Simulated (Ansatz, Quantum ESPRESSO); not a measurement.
# Na chain with one atom pushed 0.5 Å aside at constant bond length: ballistic transmission, part 3 of 4

Aim: the zero-bias transmission with pwcond for this junction: Na chain with one atom pushed 0.5 Å aside at constant bond length.

Quantum ESPRESSO 7.5; plane-wave DFT, PBE, GBRV ultrasoft pseudopotentials; cross-check by Ansatz 0.2.0 with PAW datasets.

So far. Step 2 (Ground state): The run needed 8 iterations to bring the estimated error under 1e-07 Ry; the largest force on any atom, held or free, is 0.04 eV/Å. Step 3 (The open system): At no point does T exceed the number of channels.

### Step 4. Transmission with pwcond.x, with nz1 = 1

Level of this step: transmission by pwcond, lead and junction from one cell; plane-wave DFT, PBE, GBRV ultrasoft pseudopotentials (Quantum ESPRESSO).

A sensitivity test on the input.

Input file cond.w.in:

```
&inputcond
  outdir = './out'
  prefixt = 'scf'
  tran_file = 'cond.w.dat'
  bdl = 0.8800000000
  bds = 5.7098403427
  ikind = 1
  ewind = 4.0
  epsproj = 1e-05
  nz1 = 1
  energy0 = 2.0
  denergy = -0.1
/
1
  0.00000000 0.00000000 1.00000000
41
```

Started as:

```
$ OMP_NUM_THREADS=1 mpirun -n 4 pwcond.x -in cond.w.in > cond.w.out
```

The log of the run:

```text
[banner, memory and clock lines left out]
Program PWCOND v.7.5 starts
[citation notice left out]

[...]
./out/scf.save/

     IMPORTANT: XC functional enforced from input :
     Exchange-correlation= PBE
                           (   1   4   3   4   0   0   0)
     Any further DFT definition will be discarded
     Please, verify this is what you really want

     Reading collected, re-writing distributed wavefunctions

===== INPUT FILE containing all the regions =====

     GEOMETRY:

     lattice parameter (alat)  =      14.1729  a.u.
     the volume                =   16255.6506 (a.u.)^3
     the cross section         =     200.8724 (a.u.)^2
     l of the unit cell        =       5.7098 (alat)
     number of atoms/cell      =           13
     number of atomic types    =            1

     crystal axes: (cart. coord. in units of alat)
               a(1) = (  1.0000  0.0000  0.0000 )
               a(2) = (  0.0000  1.0000  0.0000 )
               a(3) = (  0.0000  0.0000  5.7098 )

   Cartesian axes

     site n.     atom                  positions (alat units)
          1        Na     tau(  1)=(  0.5000  0.5000  5.7098  )
          2        Na     tau(  2)=(  0.5000  0.5000  0.4400  )
          3        Na     tau(  3)=(  0.5000  0.5000  0.8800  )
          4        Na     tau(  4)=(  0.5000  0.5000  1.3200  )
          5        Na     tau(  5)=(  0.5000  0.5000  1.7600  )
          6        Na     tau(  6)=(  0.5000  0.5000  2.2000  )
          7        Na     tau(  7)=(  0.5667  0.5000  2.6349  )
          8        Na     tau(  8)=(  0.5000  0.5000  3.0698  )
          9        Na     tau(  9)=(  0.5000  0.5000  3.5098  )
         10        Na     tau( 10)=(  0.5000  0.5000  3.9498  )
         11        Na     tau( 11)=(  0.5000  0.5000  4.3898  )
         12        Na     tau( 12)=(  0.5000  0.5000  4.8298  )
         13        Na     tau( 13)=(  0.5000  0.5000  5.2698  )

     nr1s                      =           54
     nr2s                      =           54
     nr3s                      =          320
     nr1sx                     =           54
     nr2sx                     =           54
     nr3sx                     =          320
     nr1                       =           60
     nr2                       =           60
     nr3                       =          360
     nr1x                      =           60
     nr2x                      =           60
     nr3x                      =          360

 _______________________________
  Radii of nonlocal spheres:

     type       ibeta     ang. mom.          radius (alat units)
       Na         1         0                    0.1424
       Na         2         0                    0.1424
       Na         3         1                    0.1424
       Na         4         1                    0.1424
       Na         5         2                    0.1424
----- General information -----

--- T calc. with identical leads (ikind=1) ---

     nrx                       =           54
     nry                       =           54
     nz1                       =            1

     energy0               =         2.0E+00
     denergy               =        -1.0E-01
     nenergy               =         41
     ecut2d                =         3.4E+01
     ewind                 =         4.0E+00
     epsproj               =         1.0E-05

     number of k_|| points=    1
                       cryst. coord.
        k(    1) = (   0.0000000   0.0000000), wk =   1.0000000
----- Information about left/right lead -----

     nocros                   =           13
     noins                    =           13
     norb                     =           39
     norbf                    =          156
     nrz                      =           49

      iorb      type   ibeta   ang. mom.   m       position (alat)
        1        1       1        0        1   taunew(   1)=(  0.5000  0.5000  0.0000)
        2        1       2        0        1   taunew(   2)=(  0.5000  0.5000  0.0000)
[...]
39        1       5        2        5   taunew(  39)=(  0.5000  0.5000  0.8800)
    k slab    z(k)  z(k+1)     crossing(iorb=1,norb)
    1   0.0000 0.0180 0.0180   111111111111100000000000000000000000000
    2   0.0180 0.0359 0.0180   111111111111100000000000000000000000000
[...]
49   0.8620 0.8800 0.0180   000000000000000000000000001111111111111
----- Information about scattering region -----

     noins                    =          130
     norb                     =          156
     norbf                    =          156
     nrz                      =          271

      iorb      type   ibeta   ang. mom.   m       position (alat)
        1        1       1        0        1   taunew(   1)=(  0.5000  0.5000 -0.0000)
        2        1       2        0        1   taunew(   2)=(  0.5000  0.5000 -0.0000)
[...]
156        1       5        2        5   taunew( 156)=(  0.5000  0.5000  4.8298)
 ngper, shell number =          545          70
 ngper, n2d =          545         168
---  E-Ef =    2.0000000  k =    0.0000000   0.0000000
---  ie =          1  ik =          1
 Nchannels of the left tip =            1
 Right moving states:
   k1(2pi/a)   k2(2pi/a)   E-Ef (eV)
  -0.0826518  -0.0000004   2.0000000
 Left moving states:
   k1(2pi/a)   k2(2pi/a)   E-Ef (eV)
   0.0826518  -0.0000004   2.0000000

 to transmit
 Band j to band i transmissions and reflections:
    j         i     |T_ij|^2    |R_ij|^2

    1 -->     1     0.99885     0.00115
   Total T_j, R_j =    0.99885  0.00115

E-Ef(ev), T(x2 spins) =    2.0000000   1.9976970
---  E-Ef =    1.9000000  k =    0.0000000   0.0000000
---  ie =          2  ik =          1
 Nchannels of the left tip =            1
 Right moving states:
   k1(2pi/a)   k2(2pi/a)   E-Ef (eV)
  -0.1024751  -0.0000004   1.9000000
 Left moving states:
   k1(2pi/a)   k2(2pi/a)   E-Ef (eV)
   0.1024751  -0.0000004   1.9000000

 to transmit
 Band j to band i transmissions and reflections:
    j         i     |T_ij|^2    |R_ij|^2

    1 -->     1     0.99918     0.00082
   Total T_j, R_j =    0.99918  0.00082

E-Ef(ev), T(x2 spins) =    1.9000000   1.9983685
---  E-Ef =    1.8000000  k =    0.0000000   0.0000000
---  ie =          3  ik =          1
 Nchannels of the left tip =            1
 Right moving states:
   k1(2pi/a)   k2(2pi/a)   E-Ef (eV)
  -0.1216582  -0.0000004   1.8000000
 Left moving states:
   k1(2pi/a)   k2(2pi/a)   E-Ef (eV)
   0.1216582  -0.0000004   1.8000000

 to transmit
 Band j to band i transmissions and reflections:
    j         i     |T_ij|^2    |R_ij|^2

    1 -->     1     0.99940     0.00060
   Total T_j, R_j =    0.99940  0.00060

E-Ef(ev), T(x2 spins) =    1.8000000   1.9987974
[... further energies and points left out ...]
---  E-Ef =   -1.8000000  k =    0.0000000   0.0000000
---  ie =         39  ik =          1
 Nchannels of the left tip =            0
 Right moving states:
   k1(2pi/a)   k2(2pi/a)   E-Ef (eV)
 Left moving states:
   k1(2pi/a)   k2(2pi/a)   E-Ef (eV)

 to transmit
          E-Ef(ev), T =   -1.8000000   0.0000000
---  E-Ef =   -1.9000000  k =    0.0000000   0.0000000
---  ie =         40  ik =          1
 Nchannels of the left tip =            0
 Right moving states:
   k1(2pi/a)   k2(2pi/a)   E-Ef (eV)
 Left moving states:
   k1(2pi/a)   k2(2pi/a)   E-Ef (eV)

 to transmit
          E-Ef(ev), T =   -1.9000000   0.0000000
---  E-Ef =   -2.0000000  k =    0.0000000   0.0000000
---  ie =         41  ik =          1
 Nchannels of the left tip =            0
 Right moving states:
   k1(2pi/a)   k2(2pi/a)   E-Ef (eV)
 Left moving states:
   k1(2pi/a)   k2(2pi/a)   E-Ef (eV)

 to transmit
          E-Ef(ev), T =   -2.0000000   0.0000000
   T_tot     2.00000      0.19977E+01
   T_tot     1.90000      0.19984E+01
   T_tot     1.80000      0.19988E+01
   T_tot     1.70000      0.19991E+01
   T_tot     1.60000      0.19993E+01
   T_tot     1.50000      0.19994E+01
   T_tot     1.40000      0.19996E+01
   T_tot     1.30000      0.19997E+01
   T_tot     1.20000      0.19998E+01
   T_tot     1.10000      0.19999E+01
   T_tot     1.00000      0.19999E+01
   T_tot     0.90000      0.19999E+01
   T_tot     0.80000      0.19999E+01
   T_tot     0.70000      0.19998E+01
   T_tot     0.60000      0.19998E+01
   T_tot     0.50000      0.19998E+01
   T_tot     0.40000      0.19998E+01
   T_tot     0.30000      0.19999E+01
   T_tot     0.20000      0.19999E+01
   T_tot     0.10000      0.19988E+01
   T_tot    -0.00000      0.19999E+01
   T_tot    -0.10000      0.19999E+01
   T_tot    -0.20000      0.19998E+01
   T_tot    -0.30000      0.19998E+01
   T_tot    -0.40000      0.19996E+01
   T_tot    -0.50000      0.19991E+01
   T_tot    -0.60000      0.19978E+01
   T_tot    -0.70000      0.19927E+01
   T_tot    -0.80000      0.18304E+01
   T_tot    -0.90000      0.00000E+00
   T_tot    -1.00000      0.00000E+00
   T_tot    -1.10000      0.00000E+00
   T_tot    -1.20000      0.00000E+00
   T_tot    -1.30000      0.00000E+00
   T_tot    -1.40000      0.00000E+00
   T_tot    -1.50000      0.00000E+00
   T_tot    -1.60000      0.00000E+00
   T_tot    -1.70000      0.00000E+00
   T_tot    -1.80000      0.00000E+00
   T_tot    -1.90000      0.00000E+00
   T_tot    -2.00000      0.00000E+00

[...]
```

Run time: 3.6 min. Hardware: 4 MPI ranks of Arm Neoverse V2, shared host; peak memory 0.51 GiB.

The changed values were drawn from a wide range, not chosen for quality; the comparison shows what they did here together.

Beside the run it was changed from:

| quantity | this run | unchanged run | difference |
| --- | --- | --- | --- |
| transmission at the Fermi level, one spin | 0.9999 | 0.9982 | 0.0017 |
| lead channels at the Fermi level, one spin | 1 | 1 | 0 |
| wall time (s) | 215 | 236 |  |

Over all energies T moves by up to 0.079, at -0.8 eV.

The physical values in this table move by up to 0.17 %.

### Step 5. Transmission with pwcond.x, with ikind = 2

One more run, with a changed input.

Input file cond.bad.in:

```
&inputcond
  outdir = './out'
  prefixt = 'scf'
  tran_file = 'cond.bad.dat'
  bdl = 0.8800000000
  bds = 5.7098403427
  ikind = 2
  ewind = 4.0
  epsproj = 1e-05
  nz1 = 7
  energy0 = 2.0
  denergy = -0.1
/
1
  0.00000000 0.00000000 1.00000000
41
```

Started as:

```
$ OMP_NUM_THREADS=1 mpirun -n 4 pwcond.x -in cond.bad.in > cond.bad.out
```

The log of the run:

```text
[banner, memory and clock lines left out]
Program PWCOND v.7.5 starts

          URL

     ./out/scf.save/

     IMPORTANT: XC functional enforced from input :
     Exchange-correlation= PBE
                           (   1   4   3   4   0   0   0)
     Any further DFT definition will be discarded
     Please, verify this is what you really want

     Reading collected, re-writing distributed wavefunctions

===== INPUT FILE containing all the regions =====

     GEOMETRY:

     lattice parameter (alat)  =      14.1729  a.u.
     the volume                =   16255.6506 (a.u.)^3
     the cross section         =     200.8724 (a.u.)^2
     l of the unit cell        =       5.7098 (alat)
     number of atoms/cell      =           13
     number of atomic types    =            1

     crystal axes: (cart. coord. in units of alat)
               a(1) = (  1.0000  0.0000  0.0000 )
               a(2) = (  0.0000  1.0000  0.0000 )
               a(3) = (  0.0000  0.0000  5.7098 )

   Cartesian axes

     site n.     atom                  positions (alat units)
          1        Na     tau(  1)=(  0.5000  0.5000  5.7098  )
          2        Na     tau(  2)=(  0.5000  0.5000  0.4400  )
          3        Na     tau(  3)=(  0.5000  0.5000  0.8800  )
          4        Na     tau(  4)=(  0.5000  0.5000  1.3200  )
          5        Na     tau(  5)=(  0.5000  0.5000  1.7600  )
          6        Na     tau(  6)=(  0.5000  0.5000  2.2000  )
          7        Na     tau(  7)=(  0.5667  0.5000  2.6349  )
          8        Na     tau(  8)=(  0.5000  0.5000  3.0698  )
          9        Na     tau(  9)=(  0.5000  0.5000  3.5098  )
         10        Na     tau( 10)=(  0.5000  0.5000  3.9498  )
         11        Na     tau( 11)=(  0.5000  0.5000  4.3898  )
         12        Na     tau( 12)=(  0.5000  0.5000  4.8298  )
         13        Na     tau( 13)=(  0.5000  0.5000  5.2698  )

     nr1s                      =           54
     nr2s                      =           54
     nr3s                      =          320
     nr1sx                     =           54
     nr2sx                     =           54
     nr3sx                     =          320
     nr1                       =           60
     nr2                       =           60
     nr3                       =          360
     nr1x                      =           60
     nr2x                      =           60
     nr3x                      =          360

 _______________________________
  Radii of nonlocal spheres:

     type       ibeta     ang. mom.          radius (alat units)
       Na         1         0                    0.1424
       Na         2         0                    0.1424
       Na         3         1                    0.1424
       Na         4         1                    0.1424
       Na         5         2                    0.1424

 %%%%%%%%%%%%%%%%%%%%%%%%%%%%%%%%%%%%%%%%%%%%%%%%%%%%%%%%%%%%%%%%%%%%%%%%%%%%%%
     Error in routine init_orbitals (1):
     Too big atomic spheres
 %%%%%%%%%%%%%%%%%%%%%%%%%%%%%%%%%%%%%%%%%%%%%%%%%%%%%%%%%%%%%%%%%%%%%%%%%%%%%%

     stopping ...
[the rest left out]
```

The job ended after 1.4 s (4 MPI ranks; peak memory 0.34 GiB).

The input was rejected at the start.

The program's message: “Error in routine init_orbitals (1): Too big atomic spheres”

The change that led to it: inputcond.ikind = 2.

The message: “init_orbitals (1): Too big atomic spheres”. ikind = 2 asks for a second, right-hand lead, for which no boundary (bdr) or run was given; ikind = 1 fits one lead on both sides.

(Continued in part 4 of 4.)

[Logs are printed without paths, hosts, clocks, repeated set-up lines and the standing remarks that a program may print on its own settings, such as how far it seeks lower states.]

[Hosts, paths, dates, database ids (printed as entryN), source tags and the programs' standing remarks are cut or masked in the printed files.]

[Maps of the electrostatic potential energy from Ansatz leave out the sawtooth potential of an applied field or a dipole correction, so their vacuum need not be flat; planar profiles and work functions include it.]
